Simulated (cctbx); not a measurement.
# What resolution and counting buy: Co16SnP5

Space group P-1 (no. 2), a = 6.6840 Å, b = 6.6870 Å, c = 6.6890 Å, α = 97.52°, β = 119.30°, γ = 103.46°.

| atom | mult. | x | y | z | Ueq (Å²) |
| --- | --- | --- | --- | --- | --- |
| Sn1 | 1 | 0 | 1/2 | 1/2 | 0.0092 |
| Co1 | 2 | 0.0123 | 0.6675 | 0.1952 | 0.0123 |
| Co2 | 2 | 0.8357 | 0.1031 | 0.3779 | 0.0170 |
| Co3 | 2 | 0.0472 | 0.2990 | 0.2004 | 0.0066 |
| Co4 | 2 | 0.1916 | 0.1037 | 0.9901 | 0.0086 |
| Co5 | 2 | 0.6084 | 0.3475 | 0.0775 | 0.0090 |
| Co6 | 2 | 0.5550 | 0.3290 | 0.4444 | 0.0197 |
| Co7 | 2 | 0.5865 | 0.1192 | 0.7351 | 0.0080 |
| Co8 | 2 | 0.2811 | 0.2899 | 0.6477 | 0.0110 |
| P1 | 1 | 1/2 | 0 | 0 | 0.0182 |
| P2 | 2 | 0.3250 | 0.5043 | 0.1644 | 0.0257 |
| P3 | 2 | 0.1703 | 0.0322 | 0.3365 | 0.0181 |

The model is made up (kin elements in a known structure type, no relaxation), so it says nothing on whether the phase exists.

Five simulated data sets (cctbx; Mo Kα, λ = 0.71073 Å; 4 % proportional error) differ in resolution or exposure (noise floor 4 counts in the first three, 8 in the last two). Each is refined with the right model, isotropic at 1.1 Å and anisotropic otherwise. How do the figures of merit and the uncertainties move?

```
d min (Å)  top counts  ⟨I/σ⟩ (unmerged, absences included)  unique  param. (scale apart)   Rint      R1  GooF  largest s.u. xyz (fractional)  s.u. U of P1 (Å²)  largest error (Å)
      1.1        5000                                  9.6     362                    42  0.035  0.0327  1.20                        0.00115             0.0021             0.0080
     0.84        5000                                  7.8     815                   102  0.045  0.0318  0.98                        0.00070             0.0022             0.0054
      0.6        5000                                  5.7    2277                   102  0.055  0.0436  0.96                        0.00055             0.0012             0.0032
     0.75         300                                  1.0    1152                   102  0.343  0.1462  0.96                        0.00654             0.0170             0.0857
     0.75        3000                                  5.1    1152                   102  0.067  0.0492  0.96                        0.00105             0.0030             0.0119
```

The number of reflections grows roughly as 1/d³: 362, 815 and 2277 here. R1 follows the noise rather than the truth: at 300 counts it is 0.1462, at 3000 counts 0.0492, while GooF is 0.96 and 0.96: the weights 1/σ² carry the noise. The s.u. of U (U11 where anisotropic) for P1 goes 0.0021, 0.0022, 0.0012 Å² with resolution and 0.0170, 0.0030 Å² with exposure.

The 1.1 Å row also differs in its displacement model, so it isn't a clean test of resolution.

Hardware for the 0.6 Å refinement: 0.53 s on 1 thread of Arm Neoverse N1 (shared host), peak memory 0.09 GiB.

[Logs are printed without paths, hosts, clocks, repeated set-up lines and the standing remarks that a program may print on its own settings, such as how far it seeks lower states.]
